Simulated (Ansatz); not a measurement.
# Sn wire along [100], 25 atoms a period, H-terminated: bands by functional and under strain, part 2 of 3

Wanted: the relaxed geometry and the bands of the Sn wire along [100], 25 atoms a period, H-terminated.

Ansatz 0.2.0; DFT PBE, plane waves, PAW; relaxation of a wire's period; PAW set soft_1 (the session's first sound run).

So far. Step 2 (Relaxing the period): The cell's length comes to 6.624 Å with spin left out.

### 3. The perfect wire

This step: DFT PBE, plane waves, PAW; bands of a perfect wire; PAW set soft_1 (Ansatz 0.2.0).

At the relaxed period the bands are computed along the axis; those that cross an energy going forward count the channels that a perfect wire would open there.

Contents of input.yaml:

```yaml
crystal:
  lattice:
    - [22.121, 0.0, 0.0]
    - [0.0, 22.121, 0.0]
    - [0.0, 0.0, 6.6237766236]
  atoms:
    - { symbol: Sn, position: [0.201936659, 0.5, 0.0] }
    - { symbol: Sn, position: [0.351445419, 0.351445419, 0.994930103] }
    - { symbol: Sn, position: [0.351445419, 0.648554581, 0.005069897] }
    - { symbol: Sn, position: [0.5, 0.201936659, 0.0] }
    - { symbol: Sn, position: [0.5, 0.5, 0.0] }
    - { symbol: Sn, position: [0.5, 0.798063341, 0.0] }
    - { symbol: Sn, position: [0.648554581, 0.351445419, 0.005069897] }
    - { symbol: Sn, position: [0.648554581, 0.648554581, 0.994930103] }
    - { symbol: Sn, position: [0.798063341, 0.5, 0.0] }
    - { symbol: H, position: [0.155271814, 0.4556836, 0.148929407] }
    - { symbol: H, position: [0.306127728, 0.306127728, 0.147996313] }
    - { symbol: H, position: [0.4556836, 0.155271814, 0.148929407] }
    - { symbol: H, position: [0.5443164, 0.844728186, 0.148929407] }
    - { symbol: H, position: [0.693872272, 0.693872272, 0.147996313] }
    - { symbol: H, position: [0.844728186, 0.5443164, 0.148929407] }
    - { symbol: Sn, position: [0.276207966, 0.573626969, 0.246182563] }
    - { symbol: Sn, position: [0.425106278, 0.425106278, 0.250354574] }
    - { symbol: Sn, position: [0.426373031, 0.723792034, 0.246182563] }
    - { symbol: Sn, position: [0.573626969, 0.276207966, 0.246182563] }
    - { symbol: Sn, position: [0.574893722, 0.574893722, 0.250354574] }
    - { symbol: Sn, position: [0.723792034, 0.426373031, 0.246182563] }
    - { symbol: H, position: [0.231021938, 0.619055883, 0.398908258] }
    - { symbol: H, position: [0.380944117, 0.768978062, 0.398908258] }
    - { symbol: H, position: [0.619055883, 0.231021938, 0.398908258] }
    - { symbol: H, position: [0.768978062, 0.380944117, 0.398908258] }
    - { symbol: Sn, position: [0.350176477, 0.5, 0.5] }
    - { symbol: Sn, position: [0.5, 0.350176477, 0.5] }
    - { symbol: Sn, position: [0.5, 0.649823523, 0.5] }
    - { symbol: Sn, position: [0.649823523, 0.5, 0.5] }
    - { symbol: H, position: [0.231021938, 0.380944117, 0.601091742] }
    - { symbol: H, position: [0.380944117, 0.231021938, 0.601091742] }
    - { symbol: H, position: [0.619055883, 0.768978062, 0.601091742] }
    - { symbol: H, position: [0.768978062, 0.619055883, 0.601091742] }
    - { symbol: Sn, position: [0.276207966, 0.426373031, 0.753817437] }
    - { symbol: Sn, position: [0.426373031, 0.276207966, 0.753817437] }
    - { symbol: Sn, position: [0.425106278, 0.574893722, 0.749645426] }
    - { symbol: Sn, position: [0.574893722, 0.425106278, 0.749645426] }
    - { symbol: Sn, position: [0.573626969, 0.723792034, 0.753817437] }
    - { symbol: Sn, position: [0.723792034, 0.573626969, 0.753817437] }
    - { symbol: H, position: [0.155271814, 0.5443164, 0.851070593] }
    - { symbol: H, position: [0.306127728, 0.693872272, 0.852003687] }
    - { symbol: H, position: [0.4556836, 0.844728186, 0.851070593] }
    - { symbol: H, position: [0.5443164, 0.155271814, 0.851070593] }
    - { symbol: H, position: [0.693872272, 0.306127728, 0.852003687] }
    - { symbol: H, position: [0.844728186, 0.4556836, 0.851070593] }
kpoints:
  mp_grid: { grid: [1, 1, 13] }
  band_path: { path: ["Γ", Z], npoints: 90 }
scf:
  occupations: { method: fermi_dirac, width: 0.05 }
hamiltonian:
  xc: pbe
  pseudopotentials: { kind: paw, azcp: { folder: soft_1 } }
output:
  dos: { e_range: [-5, 4] }
  write_potential: true
  write_density: true
  volumetric_format: npy
```

Run with:

```bash
> ansatz run input.yaml --threads 4 --pin off --max-ram 16384MiB --backend cpu --events-out ev --progress --plain --runs-dir out
```

Numbers of over 12 decimals in the logs are rounded to 6 here.

The program printed:

```text
[...]
Crystal: 45 atoms, lattice volume = 3241.270 Å³
Basis set: ecut = 420 eV, 63223 PW (Γ)
Bands: 230, of which v1, the nominal top of the filled ones, is band 185 counted from 1 (184 counted from 0)
Symmetry: 8 space group operations
[...]
k-points: 7 of 13
[...]
SCF iter   1: F=—  HF=-150921.716232 eV  |F-HF|=—  |Δ(HF+E_count)|=         —  Δρ=2.48e-2  dr2=2.09e1  ethr=3.10e-3  ⟨swp⟩=6.9  Hψ=6700  notcnv=0  defer=67
[...]
SCF iter  12: F=-150915.920268 eV  HF=-150915.920268 eV  |F-HF|=6.98e-10  |Δ(HF+E_count)|=   2.53e-9  Δρ=1.03e-7  dr2=4.99e-10  ethr=2.29e-12  ⟨swp⟩=1.0  Hψ=4303  notcnv=0
SCF 1 converged in 12 iterations: F = -150915.920268 eV  dr2 = 4.99e-10
[...]
NSCF: frozen V_eff on 91 k-points
WARN: pass on a band path, mesh or list of k-points: the 91 k-points are solved 3 at a time at the most, because the 14.40 GiB of host memory that the pass is priced against does not hold them all with the solver's workspace as planned. The pass can take longer, above all where fewer k-points are solved at a time than the run has threads. As a rule a larger memory budget leaves room for more at once. The budget is what a run with no `--max-ram-frac` typed is planned for, 0.8 of the host's memory or its container's limit. More memory there lifts it, and so does a share over 0.88 that is typed (of such a share the budget is ten elevenths): [rest of the remark cut]
WARN: The input density's exchange-correlation potential varies sharply where the density is thin. Do not read a vacuum level from v_tot or v_xc, or from such a field of the output density. On a cell that repeats whose density bears no net charge and no dipole along the vacuum's axis use v_es (v_loc + v_h of the components); under efield.dipole_correction with no amplitude use v_es + v_field, which holds any external [...]
SCF converged after 12 iterations
an eigenvalue changed by more than its tolerance at an iteration that met the thresholds in force, so the SCF went on 2 times: the last check was not made
the last check of whether an eigenvalue changes by more than its tolerance under the output density was not made (no_room)
Free energy (F): -150915.920268 eV
[...]
Internal energy: -150915.920268 eV  (E = F + TS)
E sigma→0 (E₀):  -150915.920268 eV
Entropy (-TS):   -0.000000 eV (-0.000 meV/atom)
Fermi energy:    -1.101238 eV
[...]
--- Band table (eV; the first three rows and the last of 7) ---
  k-point 0: bands = [... 181 lower, -2.0977, -2.0977, -2.0968, -1.9383, -0.2801, 0.3958, 0.4079, 0.4274, ... 41 higher]
  k-point 1: bands = [... 181 lower, -2.1333, -2.0908, -2.0908, -1.9571, -0.2590, 0.4009, 0.4009, 0.4376, ... 41 higher]
  k-point 2: bands = [... 181 lower, -2.2299, -2.0739, -2.0739, -2.0128, -0.1990, 0.2871, 0.2871, 0.4502, ... 41 higher]
  k-point 6: bands = [... 181 lower, -2.4223, -2.3230, -2.2967, -2.2967, -0.1111, -0.0618, -0.0618, -0.0192, ... 41 higher]
```

The job ended after 20 min (4 threads of Intel Xeon Platinum 8375C at 2.90GHz (Ice Lake), shared host; peak memory 12 GiB; 79 min of CPU time).

Numbers from this step:

* band gap: 1.658 eV

The electronic bands at the labelled points (eV, zero at the Fermi level; v1 is the highest filled band, c1 the lowest empty one):

| point | v4 | v3 | v2 | v1 | c1 | c2 | c3 | c4 |
| --- | --- | --- | --- | --- | --- | --- | --- | --- |
| Γ | -1.00 | -1.00 | -1.00 | -0.84 | 0.82 | 1.50 | 1.51 | 1.53 |
| halfway | -1.29 | -1.02 | -0.96 | -0.96 | 1.00 | 1.20 | 1.20 | 1.41 |
| Z | -1.32 | -1.26 | -1.26 | -1.23 | 0.99 | 1.04 | 1.04 | 1.07 |

The gap is 1.66 eV, with spin left out.

The path shows a direct gap of 1.66 eV (valence top at Γ, conduction bottom at Γ).

### 4. Another level of theory, cutoff 500 eV, k-mesh 1×1×10

This step: DFT r2SCAN, plane waves, PAW; bands of a perfect wire at the PBE geometry; PAW set soft_1 (Ansatz 0.2.0).

The atoms stay at the PBE geometry and the functional changes. r2SCAN also reads the kinetic-energy density; it often gives larger moments and wider gaps than PBE, at a higher cost. Against the first PBE run of this kind, the cutoff is 500 eV against 420 and the mesh along the wire has 10 points against 13.

Changes to input.yaml since step 3:

```diff
@@ -52,3 +52,3 @@
 kpoints:
-  mp_grid: { grid: [1, 1, 13] }
+  mp_grid: { grid: [1, 1, 10] }
   band_path: { path: ["Γ", Z], npoints: 90 }
@@ -57,8 +57,3 @@
 hamiltonian:
-  xc: pbe
+  xc: r2scan
   pseudopotentials: { kind: paw, azcp: { folder: soft_1 } }
-output:
-  dos: { e_range: [-5, 4] }
-  write_potential: true
-  write_density: true
-  volumetric_format: npy
```

The program printed:

```text
[...]
Crystal: 45 atoms, lattice volume = 3241.270 Å³
Basis set: ecut = 500 eV, 82169 PW (Γ), exchange–correlation on 648×648×200 points (64 copies of the dense FFT grid, shifted against one another)
Bands: 230, of which v1, the nominal top of the filled ones, is band 185 counted from 1 (184 counted from 0)
Symmetry: 8 space group operations
[...]
k-points: 6 of 10
[...]
SCF iter   1: F=—  HF=-151280.535317 eV  |F-HF|=—  |Δ(HF+E_count)|=         —  Δρ=2.38e-2  dr2=1.87e1  dr2_τ=1.52e-1  ethr=3.10e-3  ⟨swp⟩=7.0  Hψ=5590  notcnv=0  defer=62
[...]
SCF iter  10: F=-151277.387657 eV  HF=-151277.387657 eV  |F-HF|=7.84e-8  |Δ(HF+E_count)|=   2.00e-6  Δρ=9.27e-7  dr2=5.73e-8  dr2_τ=1.08e-9  ethr=2.70e-11  ⟨swp⟩=18.2  Hψ=7467  notcnv=0
SCF 1 converged in 10 iterations: F = -151277.387657 eV  dr2 = 5.73e-8
[...]
SCF converged after 10 iterations
Free energy (F): -151277.387657 eV
[...]
Internal energy: -151277.387657 eV  (E = F + TS)
E sigma→0 (E₀):  -151277.387657 eV
Fermi energy:    -1.115492 eV
[...]
--- Band table (eV; the first three rows and the last of 6) ---
  k-point 0: bands = [... 181 lower, -2.2845, -2.2708, -2.2708, -2.1113, -0.1230, 0.4515, 0.4722, 0.4805, ... 41 higher]
  k-point 1: bands = [... 181 lower, -2.3466, -2.2596, -2.2596, -2.1434, -0.0932, 0.4599, 0.4599, 0.5168, ... 41 higher]
  k-point 2: bands = [... 181 lower, -2.4999, -2.2402, -2.2402, -2.2373, -0.0168, 0.3081, 0.3081, 0.4886, ... 41 higher]
  k-point 5: bands = [... 181 lower, -2.6219, -2.5544, -2.5544, -2.5281, -0.0128, 0.0397, 0.0397, 0.0852, ... 41 higher]
```

Run time: 32 min. Hardware: 4 threads; peak memory 12 GiB.

This step gave:

| Property | Result |
| --- | --- |
| band gap | 1.988 eV |

The electronic bands at the labelled points (eV, zero at the Fermi level; v1 is the highest filled band, c1 the lowest empty one):

| point | v4 | v3 | v2 | v1 | c1 | c2 | c3 | c4 |
| --- | --- | --- | --- | --- | --- | --- | --- | --- |
| Γ | -1.17 | -1.16 | -1.16 | -1.00 | 0.99 | 1.57 | 1.59 | 1.60 |
| halfway | -1.47 | -1.19 | -1.13 | -1.13 | 1.14 | 1.33 | 1.33 | 1.53 |
| Z | -1.51 | -1.44 | -1.44 | -1.41 | 1.10 | 1.16 | 1.16 | 1.20 |

The gap is 1.99 eV, against 1.66 eV under PBE at the relaxed period.

### 5. Another level of theory, level HSE06, cutoff 420 eV

This step: DFT HSE06, plane waves, PAW; levels of a perfect wire at the PBE geometry; PAW set soft_1 (Ansatz 0.2.0).

The atoms stay at the PBE geometry and the functional changes. HSE06 mixes in a quarter of short-range exact exchange, which removes part of the self-interaction that closes gaps; it is dear, so the mesh is thinner and no path is run. Against the first PBE run of this kind, the mesh along the wire has 5 points against 13.

Changes to input.yaml since step 4:

```diff
@@ -52,4 +52,3 @@
 kpoints:
-  mp_grid: { grid: [1, 1, 10] }
-  band_path: { path: ["Γ", Z], npoints: 90 }
+  mp_grid: { grid: [1, 1, 5] }
 scf:
@@ -57,3 +56,3 @@
 hamiltonian:
-  xc: r2scan
+  xc: hse06
   pseudopotentials: { kind: paw, azcp: { folder: soft_1 } }
```

The program printed:

```text
[...]
exact exchange (on PAW files that of the plane waves, all of it where the separable form is declined too) is computed from pair densities and not by density-matrix convolution, because memory is short: the convolution, which is usually faster, keeps the exchange operator as a matrix at each irreducible k-point or, where blocks serve (scf.exx.build), one block of their elements at a time (for builds on a GPU, the tabl [...]
[...]
Internal energy: -151020.352793 eV  (E = F + TS)
E sigma→0 (E₀):  -151020.352793 eV
Fermi energy:    -1.123989 eV
[...]
--- Band table (eV) ---
  k-point 0: bands = [... 181 lower, -2.4648, -2.4606, -2.4606, -2.2780, 0.0313]
  k-point 1: bands = [... 181 lower, -2.6883, -2.4176, -2.4176, -2.4150, 0.1361]
  k-point 2: bands = [... 181 lower, -2.8197, -2.6602, -2.5480, -2.5480, 0.1626]
  guard bands above this table: 44 of the run's 230 bands. The solve was not asked for them (output.publish_guard_bands: true or output.eigenvalues: true publishes all)
[key lines of the parts left out:]
Free energy (F): -151020.352793 eV
```

Elapsed: 50 min, on 4 threads; peak memory 9.7 GiB.

Numbers from this step:

```yaml
band_gap: 2.309 eV
```

The gap is 2.31 eV, against 1.66 eV under PBE at the relaxed period.

(Continued in part 3 of 3.)

[Logs are printed without paths, hosts, clocks, repeated set-up lines and the standing remarks that a program may print on its own settings, such as how far it seeks lower states.]

[Hosts, paths, dates, database ids (printed as entryN), source tags and the programs' standing remarks are cut or masked in the printed files.]
